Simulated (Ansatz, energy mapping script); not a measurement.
# Spin model of MnS in the zinc-blende structure from collinear orders

Wanted: the magnetic order of MnS in the zinc-blende structure, its couplings and an estimate of its ordering temperature, by LDA+U (1.32 eV).

Program: Ansatz 0.2.0. Level of theory: LDA with U = 1.32 eV on Mn d, ortho-atomic projectors; plane waves, U on orthogonalised atomic orbitals unless named otherwise, collinear spin, no spin–orbit coupling. Results are calculated unless marked as measured.

## (1) The starting structure

The structure is cubic, space group F-43m (No. 216). The conventional cell has a = 5.674 Å, b = 5.674 Å, c = 5.674 Å, α = 90.00°, β = 90.00°, γ = 90.00°. Nearest to Mn lie 4 S at 2.46 Å. S has 4 Mn at 2.46 Å nearest. zincblende prototype, lattice guessed from radii. Farther neighbours and most contacts between anions are not listed.

This cell was built for the study (zincblende prototype, lattice guessed from radii), not taken from an experiment; the compound need not form in this structure.

The cell was relaxed beforehand in Ansatz under PBEsol with U = 4 eV on Mn d, ortho-atomic projectors, from parallel moments.

A Hubbard U penalises fractional filling of the shell. It raises the cost of virtual hops to the neighbours, so couplings that rest on such hops usually weaken.

## (2) Probe run

One run in the crystal's own cell, under LDA with U = 3.2 eV on Mn d, ortho-atomic projectors, shows which elements keep a moment. Transition or f elements with 0.3 μB or more enter the spin model; moments induced on other atoms do not.

input.yaml

```yaml
crystal:
  lattice:
    - [0.0, 2.836777444, 2.836777444]
    - [2.836777444, 0.0, 2.836777444]
    - [2.836777444, 2.836777444, 0.0]
  atoms:
    - { symbol: Mn, position: [0.0, 0.0, 0.0], spin: 4.5 }
    - { symbol: S, position: [0.25, 0.25, 0.25] }
magnetization:
  spin_polarized: true
kpoints:
  mp_grid: { grid: [8, 8, 8] }
hamiltonian:
  xc: lda
  hubbard:
    sites: [{ species: Mn, l: d, u_eff: 3.2 }]
    projectors: ortho-atomic
scf:
  occupations: { method: fermi_dirac, width: 0.05 }
output:
  eigenvalues: true
```

The run is started by

```
$ ansatz run input.yaml --threads 4 --pin off --max-ram 8192MiB --backend cpu --events-out ev --progress --plain --runs-dir out
```

Numbers of over 12 decimals in the logs are rounded to 6 here.

Output:

```text
Engine: ansatz 0.2.0, aarch64-unknown-linux-gnu
Pseudopotentials: kind: paw
Pseudopotential: Mn, paw, valence charge 15, recommended cutoff 420 eV (normal), Mn.paw.azcp
Pseudopotential: S, paw, valence charge 6, recommended cutoff 420 eV (normal), S.paw.azcp
Functional definition: SPW92
  exchange = slater_x
  correlation = pw_c
Crystal: 2 atoms, lattice volume = 45.657 Å³
Basis set: ecut = 420 eV, 893 PW (Γ)
Bands: 17, of which v1, the nominal top of the filled ones, is band 11 counted from 1 (10 counted from 0)
Symmetry: 24 space group operations
Space group: F-43m (ITA 216), of the structure as read, at distance tolerance 3.6e-5 Å
Magnetic group: BNS 216.74 (UNI 1576), of the structure as read, at distance tolerance 3.6e-5 Å
k-points: 29 of 512 (time reversal used)
Non-local potential: Mn, projectors of the file, l = 0: 3, l = 1: 2, l = 2: 3, l = 3: 1
Non-local potential: S, projectors of the file, l = 0: 2, l = 1: 2, l = 2: 2
PAW form: soft (Blöchl's): semilocal exchange-correlation on the pseudo side does not see the compensation charge
PAW frozen core: Mn, regenerated for the run's functional, and the local potential with it (the file was generated under x = pbe(κ = 0.804, μ = 0.219515), c = pbe(β = 0.066725))
PAW frozen core: S, regenerated for the run's functional, and the local potential with it (the file was generated under x = pbe(κ = 0.804, μ = 0.219515), c = pbe(β = 0.066725))
PAW one-centre angular grid: Mn, 590 points (default); XC on 64 Gauss nodes
PAW one-centre angular grid: S, 110 points (default); XC on 64 Gauss nodes
Initial density: superposition of atomic densities (chi_scale 0.1, normalization cell, long waves kept (reshape's long-wave potential 0.00 eV rms))
Starting moments: Σ|m| = 4.5 μB on 1 of 2 sites
Initial wavefunctions: pseudopotential atomic-orbital guess
Functional: x = slater, c = lda
SCF iter   1: F=—  HF=-4710.614768 eV  |F-HF|=—  |Δ(HF+E_count)|=         —  Δρ=5.15e-2 (↑5.15e-2 ↓2.92e-2)  dr2=2.38e0  dr2_m=1.52e-1  M=4.998 μB ∫|m|=4.998 μB  β_m=1.00  ethr=3.10e-3  ⟨swp⟩=4.7  Hψ=4684  notcnv=0
preconditioner: auto → none  [insulator: Δε(μ)=0.374 eV  Ē_g=9.942 eV  σ=0.050 eV  W_gap=0.90  n_scr=14 (ndim 8)  ℏωp=19.8 eV  f_vac=0.000  D(μ)=0.03/eV (n_scr^D=0)  ε∞_Penn≈5.0]
SCF iter   2: F=—  HF=-4710.194627 eV  |F-HF|=—  |Δ(HF+E_count)|=   4.20e-1  Δρ=1.11e-2 (↑9.86e-3 ↓1.11e-2)  dr2=1.64e-1  dr2_m=1.30e-2  M=5.000 μB ∫|m|=5.000 μB  β_m=1.00  ethr=3.10e-3  ⟨swp⟩=3.3  Hψ=2537  notcnv=0  defer=45
SCF iter   3: F=—  HF=-4710.235526 eV  |F-HF|=—  |Δ(HF+E_count)|=   4.09e-2  Δρ=5.75e-3 (↑5.75e-3 ↓5.09e-3)  dr2=4.56e-2  dr2_m=3.78e-4  M=5.000 μB ∫|m|=5.000 μB  β_m=1.00  ethr=7.83e-4  ⟨swp⟩=2.5  Hψ=1589  notcnv=0  defer=45
[...]
SCF iter   8: F=—  HF=-4710.311283 eV  |F-HF|=—  |Δ(HF+E_count)|=   4.47e-6  Δρ=5.44e-5 (↑4.57e-5 ↓5.44e-5)  dr2=1.03e-6  dr2_m=8.24e-7  M=5.000 μB ∫|m|=5.000 μB  β_m=0.64  ethr=1.39e-7  ⟨swp⟩=1.7  Hψ=1256  notcnv=0  defer=45
iter 9 met the thresholds in force, and the SCF goes on: an eigenvalue changes by 0.97 meV, over its tolerance of 0.50 meV (output.eigenvalues, Limitations)
SCF iter   9: F=-4710.311283 eV  HF=-4710.311283 eV  |F-HF|=1.13e-8  |Δ(HF+E_count)|=   4.13e-7  Δρ=1.54e-5 (↑1.54e-5 ↓8.90e-6)  dr2=5.80e-8  dr2_m=4.21e-8  M=5.000 μB ∫|m|=5.000 μB  β_m=0.69  ethr=4.76e-10  ⟨swp⟩=3.4  Hψ=3517  notcnv=0
SCF iter  10: F=-4710.311283 eV  HF=-4710.311283 eV  |F-HF|=4.35e-9  |Δ(HF+E_count)|=   1.72e-8  Δρ=4.09e-6 (↑3.35e-6 ↓4.09e-6)  dr2=9.15e-10  dr2_m=5.66e-9  M=5.000 μB ∫|m|=5.000 μB  ethr=2.76e-10  ⟨swp⟩=1.0  Hψ=2633  notcnv=0
SCF 1 converged in 10 iterations: F = -4710.311283 eV  dr2 = 9.15e-10
[...]
the search or the solves at the SCF's close seem to have found levels that the self-consistency loop had missed (the run counts 1). By its estimate they hold under 1e-12 electrons; where the run keeps them, the occupations were computed again with them
SCF converged after 10 iterations
an eigenvalue changed by more than its tolerance at an iteration that met the thresholds in force, so the SCF went on 1 time: the last check found none over its tolerance
Magnetization: 5.0000 μB (13.0000 up, 8.0000 down)
Absolute magnetization: 5.0000 μB (∫|ρ↑−ρ↓|, with the PAW one-centre terms)
Spin contamination: 0.0104 ħ² per cell (⟨S²⟩ above its minimum at these occupations)
Per-site moments (μB) at R_I (Å): [(4.335004, 1.013398), (0.074706, 1.013398)]
Free energy (F): -4710.311283 eV
Harris-Foulkes:  -4710.311283 eV  (|F-HF|=4.35e-9)
Internal energy: -4710.311283 eV  (E = F + TS)
E sigma→0 (E₀):  -4710.311283 eV
Entropy (-TS):   -0.000001 eV (-0.000 meV/atom)
Fermi energy:    6.920732 eV
--- Per-component energies (eV) ---
  E_band       = -378.226789
  E_kinetic    = 403.719365
  E_local      = -2833.180636  (includes V_loc(G=0)·N_el)
  E_nonlocal   = 285.167602
  E_hartree    = 1156.526927
  E_xc         = -205.277077
  E_vxc        = -228.010693  (∫ρ·V_xc dr)
  E_hubbard    = 0.510262  (on-site DFT+U / exact-exchange correction)
  E_vhub       = -7.435141  (the Hubbard potential's part of the band-sum identity)
  E_paw        = -1816.569786  (= ΣΔE_a)
  E_vpaw       = -311.541274  (= ΣTr[D̂ρ^β])
  E_aug_tail   = -0.000009  (compensation charges beyond the density's cutoff)
  E_ewald      = -1701.745081
  E_core_change = 0.537151  (= ΣΔE_core)
  E_smearing   = -0.000001  (= −TS)
  E_closure    = 0.000000  (closes the sum)
  Σ components = -4710.311283   (vs F -4710.311283, Δ=0.00e0)
--- Band table (eV; the first three rows and the last of 58) ---
  k-point 0 ↑: bands = [... 7 lower, 0.7066, 1.7532, 1.7532, 6.4518, 6.4518, 6.4518, 7.4325, 12.3769, ... 2 higher]
  k-point 1 ↑: bands = [... 7 lower, 0.7466, 1.7473, 1.7473, 5.5036, 6.3024, 6.3024, 8.2369, 12.2077, ... 2 higher]
  k-point 2 ↑: bands = [... 7 lower, 0.8329, 1.7553, 1.7553, 4.1271, 5.9584, 5.9584, 9.0671, 12.2642, ... 2 higher]
  k-point 28 ↓: bands = [... 7 lower, 3.5002, 7.6155, 8.3391, 8.9432, 9.0689, 9.5502, 12.5788, 13.4428, ... 2 higher]
Occupation matrices written to <dir>
```

Run time: 1.5 s. Hardware: 4 threads of Arm Neoverse V2, shared host; peak memory 0.34 GiB; 5.3 s of CPU time.

Spin moment in the sphere by atom:

```
atom  spin moment in the sphere (μB)
 Mn1                            4.33
  S2                            0.07
```

The run ends ferromagnetic; Mn carries the moments.

## (3) A run to fix the orbital filling

A corrected shell can settle in several orbital fillings. One parallel run, with an occupation width a fifth wider than the orders use, therefore is to supply the occupation matrices. All orders start from them.

input.yaml, the sections that differ from step 2:

```yaml
hamiltonian:
  xc: lda
  hubbard:
    sites: [{ species: Mn, l: d, u_eff: 1.32 }]
    projectors: ortho-atomic
scf:
  occupations: { method: fermi_dirac, width: 0.06 }
# crystal, magnetization, kpoints, output: as in step 2
```

Output:

```text
[...]
Crystal: 2 atoms, lattice volume = 45.657 Å³
Basis set: ecut = 420 eV, 893 PW (Γ)
Bands: 17, of which v1, the nominal top of the filled ones, is band 11 counted from 1 (10 counted from 0)
Symmetry: 24 space group operations
[...]
k-points: 29 of 512 (time reversal used)
[...]
Starting moments: Σ|m| = 4.5 μB on 1 of 2 sites
[...]
SCF iter   1: F=—  HF=-4711.194512 eV  |F-HF|=—  |Δ(HF+E_count)|=         —  Δρ=5.23e-2 (↑4.76e-2 ↓5.23e-2)  dr2=4.39e0  dr2_m=5.31e-2  M=4.718 μB ∫|m|=4.718 μB  β_m=1.00  ethr=3.10e-3  ⟨swp⟩=4.6  Hψ=4684  notcnv=0
[...]
spin=Collinear: Kerker preconditioning applied to the charge; magnetization (m = ρ↑ − ρ↓) channel mixes plain (no charge-response kernel on spin).
SCF iter   2: F=—  HF=-4710.758574 eV  |F-HF|=—  |Δ(HF+E_count)|=   4.36e-1  Δρ=2.91e-2 (↑2.91e-2 ↓1.32e-2)  dr2=4.67e-1  dr2_m=1.36e-1  M=4.983 μB ∫|m|=4.983 μB  β_m=1.00  ethr=3.10e-3  ⟨swp⟩=2.8  Hψ=2375  notcnv=0  defer=29
[...]
SCF iter  12: F=-4710.641978 eV  HF=-4710.641978 eV  |F-HF|=3.30e-10  |Δ(HF+E_count)|=   6.71e-9  Δρ=2.18e-6 (↑2.18e-6 ↓1.32e-6)  dr2=5.98e-9  dr2_m=1.46e-10  M=4.996 μB ∫|m|=4.996 μB  ethr=4.76e-10  ⟨swp⟩=4.2  Hψ=3538  notcnv=0
SCF 1 converged in 12 iterations: F = -4710.641978 eV  dr2 = 5.98e-9
[...]
SCF converged after 12 iterations
Magnetization: 4.9958 μB (12.9979 up, 8.0021 down)
Absolute magnetization: 4.9958 μB (∫|ρ↑−ρ↓|, with the PAW one-centre terms)
[...]
Per-site moments (μB) at R_I (Å): [(4.259905, 1.013398), (0.118163, 1.013398)]
Free energy (F): -4710.641978 eV
[...]
Internal energy: -4710.640845 eV  (E = F + TS)
E sigma→0 (E₀):  -4710.641411 eV
Entropy (-TS):   -0.001133 eV (-0.566 meV/atom)
Fermi energy:    6.755544 eV
[...]
--- Band table (eV; the first three rows and the last of 58) ---
  k-point 0 ↑: bands = [... 7 lower, 1.5041, 2.8503, 2.8503, 6.6770, 6.6770, 6.6770, 7.4144, 12.3744, ... 2 higher]
  k-point 1 ↑: bands = [... 7 lower, 1.5433, 2.8436, 2.8436, 5.7871, 6.5294, 6.5294, 8.2192, 12.2031, ... 2 higher]
  k-point 2 ↑: bands = [... 7 lower, 1.6300, 2.8507, 2.8507, 4.5888, 6.1866, 6.1866, 9.0465, 12.2453, ... 2 higher]
  k-point 28 ↓: bands = [... 7 lower, 3.4614, 7.0090, 7.6338, 8.1850, 8.4143, 8.8799, 12.5012, 13.4230, ... 2 higher]
Occupation matrices written to <dir>
```

Run time: 1.3 s. Hardware: 4 threads; peak memory 0.32 GiB; 4.5 s of CPU time.

This step gave:

| Property | Result |
| --- | --- |
| final state | ferromagnetic |
| electrons in the corrected shells | 5.347 e |
| largest moment | 4.26 μB |

## (4) Order 1: parallel, cell A of 4 atoms

The parallel order is the zero of energy for this cell and mesh.

input.yaml

```yaml
crystal:
  lattice:
    - [0.0, -2.836777444, -2.836777444]
    - [-2.836777444, 0.0, -2.836777444]
    - [2.836777444, 2.836777444, -5.673554888]
  atoms:
    - { symbol: Mn, position: [0.5, 0.5, 0.5], spin: 4.5 }
    - { symbol: Mn, position: [0.0, 0.0, 0.0], spin: 4.5 }
    - { symbol: S, position: [0.125, 0.125, 0.625] }
    - { symbol: S, position: [0.625, 0.625, 0.125] }
magnetization:
  spin_polarized: true
kpoints:
  mp_grid: { grid: [8, 8, 8] }
hamiltonian:
  xc: lda
  hubbard:
    sites:
      - { species: Mn, l: d, u_eff: 1.32 }
      - { site: 0, l: d, u_eff: 1.32, starting_ns: [{ spin: up, occupation_matrix: mn1_major }, { spin: down, occupation_matrix: mn1_minor }] }
      - { site: 1, l: d, u_eff: 1.32, starting_ns: [{ spin: up, occupation_matrix: mn1_major }, { spin: down, occupation_matrix: mn1_minor }] }
    projectors: ortho-atomic
    occupation_matrices:
      mn1_major:
        matrix:
          - [0.995, 0.0, 0.0, 0.0, 0.0]
          - [0.0, 0.991, 0.0, 0.0, 0.0]
          - [0.0, 0.0, 0.991, 0.0, 0.0]
          - [0.0, 0.0, 0.0, 0.995, 0.0]
          - [0.0, 0.0, 0.0, 0.0, 0.991]
      mn1_minor:
        matrix:
          - [0.036, 0.0, 0.0, 0.0, 0.0]
          - [0.0, 0.104, 0.0, 0.0, 0.0]
          - [0.0, 0.0, 0.104, 0.0, 0.0]
          - [0.0, 0.0, 0.0, 0.036, 0.0]
          - [0.0, 0.0, 0.0, 0.0, 0.104]
scf:
  occupations: { method: fermi_dirac, width: 0.05 }
output:
  eigenvalues: true
  write_density: true
  write_potential: true
  elf: true
  volumetric_format: npy
```

Output:

```text
[...]
Crystal: 4 atoms, lattice volume = 91.314 Å³
Basis set: ecut = 420 eV, 1779 PW (Γ)
Bands: 31, of which v1, the nominal top of the filled ones, is band 21 counted from 1 (20 counted from 0)
Symmetry: 12 space group operations
[...]
k-points: 65 of 512 (time reversal used)
[...]
Starting moments: Σ|m| = 9 μB on 2 of 4 sites
[...]
SCF iter   1: F=—  HF=-9422.453241 eV  |F-HF|=—  |Δ(HF+E_count)|=         —  Δρ=5.41e-2 (↑4.73e-2 ↓5.41e-2)  dr2=9.12e0  dr2_m=1.11e-1  M=9.402 μB ∫|m|=9.402 μB  β_m=1.00  ethr=3.10e-3  ⟨swp⟩=6.0  Hψ=16271  notcnv=0
[...]
SCF iter  11: F=-9421.283849 eV  HF=-9421.283849 eV  |F-HF|=4.53e-9  |Δ(HF+E_count)|=   1.08e-8  Δρ=2.62e-6 (↑2.62e-6 ↓1.72e-6)  dr2=2.15e-8  dr2_m=7.43e-10  M=9.996 μB ∫|m|=9.996 μB  ethr=1.90e-10  ⟨swp⟩=1.0  Hψ=10908  notcnv=0
SCF 1 converged in 11 iterations: F = -9421.283849 eV  dr2 = 2.15e-8
[...]
SCF converged after 11 iterations
Magnetization: 9.9959 μB (25.9979 up, 16.0021 down)
Absolute magnetization: 9.9959 μB (∫|ρ↑−ρ↓|, with the PAW one-centre terms)
[...]
Per-site moments (μB) at R_I (Å): [(4.260931, 1.013398), (4.260931, 1.013398), (0.118616, 1.013398), (0.118616, 1.013398)]
Free energy (F): -9421.283849 eV
[...]
Internal energy: -9421.282844 eV  (E = F + TS)
E sigma→0 (E₀):  -9421.283347 eV
Entropy (-TS):   -0.001005 eV (-0.251 meV/atom)
Fermi energy:    6.762351 eV
[...]
--- Specified on-site occupations, and those of the state reported ---
  electrons in the specified blocks: 10.6940 specified, 10.6939 found
  site 1 (l=d) ↑: largest change of an orbital's occupation 0.0003; electrons 4.9630 specified, 4.9623 found; spectral distance 0.0005
[...]
site 1 (l=d) ↓: largest change of an orbital's occupation 0.0002; electrons 0.3840 specified, 0.3846 found; spectral distance 0.0003
[...]
--- Band table (eV; the first three rows and the last of 130) ---
  k-point 0 ↑: bands = [... 17 lower, 2.8494, 2.9430, 2.9430, 3.1666, 5.6976, 5.6976, 6.6768, 6.6768, ... 6 higher]
  k-point 1 ↑: bands = [... 17 lower, 2.8472, 2.9313, 2.9313, 3.2765, 5.7362, 5.7362, 6.3471, 6.6380, ... 6 higher]
  k-point 2 ↑: bands = [... 17 lower, 2.8427, 2.9028, 2.9028, 3.5837, 5.7867, 5.8443, 5.8443, 6.5293, ... 6 higher]
  k-point 64 ↓: bands = [... 17 lower, 7.4193, 7.7935, 7.8527, 7.9611, 8.0546, 8.5668, 8.6757, 8.6893, ... 6 higher]
Occupation matrices written to <dir>
```

Run time: 9.9 s. Hardware: 4 threads; peak memory 0.56 GiB; 38 s of CPU time.

Spin moment in the sphere by atom:

```
atom  spin moment in the sphere (μB)
 Mn1                            4.26
 Mn2                            4.26
  S3                            0.12
  S4                            0.12
```

The run ends ferromagnetic.

Spin density in the ac plane at fractional y = 0.000, with atoms of Mn within 0.2 Å of it.

Ten even steps from '_' (0.0 e/Å³) to '@' (7.8 e/Å³), each cell a mean:
```
##++..__________________..==
::::______________________..
____________________________
____________________________
____________________________
____________________________
____________________________
____________________________
____________________________
____________________________
____________________________
____________________________
____________________________
____________________________
____________________________
____________________________
____________________________
____________________________
____________________________
____________________________
____________________________
..______________________....
++::____________________::++
@@++..__________________::##
```
Columns run along a (4.0 Å), rows up along c (6.9 Å). Atoms in or near the plane, at fractional coordinates: Mn at (0.00, 0.00).

ELF in the ac plane at fractional y = 0.000, with atoms of Mn within 0.2 Å of it. It is the smooth field of the valence electrons, not physical close to the nuclei.

Ten even steps from '0' (0.02) to '9' (0.88), each cell a mean:
```
98521234321258
76421122211135
23211100000111
22222100000122
67765310000245
99998631000368
99999852001368
98778874101378
98668985200268
99889986210157
89999986310136
68999875210013
45777764210001
12344432100000
00111110000000
00000000000000
00000000000000
00011111000000
10123332110111
11124554321111
21125666421123
53124677531246
87313577531378
98522466531379
```
Columns run along a (4.0 Å), rows up along c (6.9 Å). Atoms in or near the plane, at fractional coordinates: Mn at (0.00, 0.00).

(Part 1 of 3 ends here.)

[Logs and program files are shortened in this print: banners, set-up blocks, solver, clock and traceback lines can be left out without a mark of their own.]

[Logs are printed without paths, hosts, clocks, repeated set-up lines and the standing remarks that a program may print on its own settings, such as how far it seeks lower states.]

[Hosts, paths, dates, database ids (printed as entryN), source tags and the programs' standing remarks are cut or masked in the printed files.]

[Where a cell is said to come from a database of computed structures, the database is the Materials Project.]
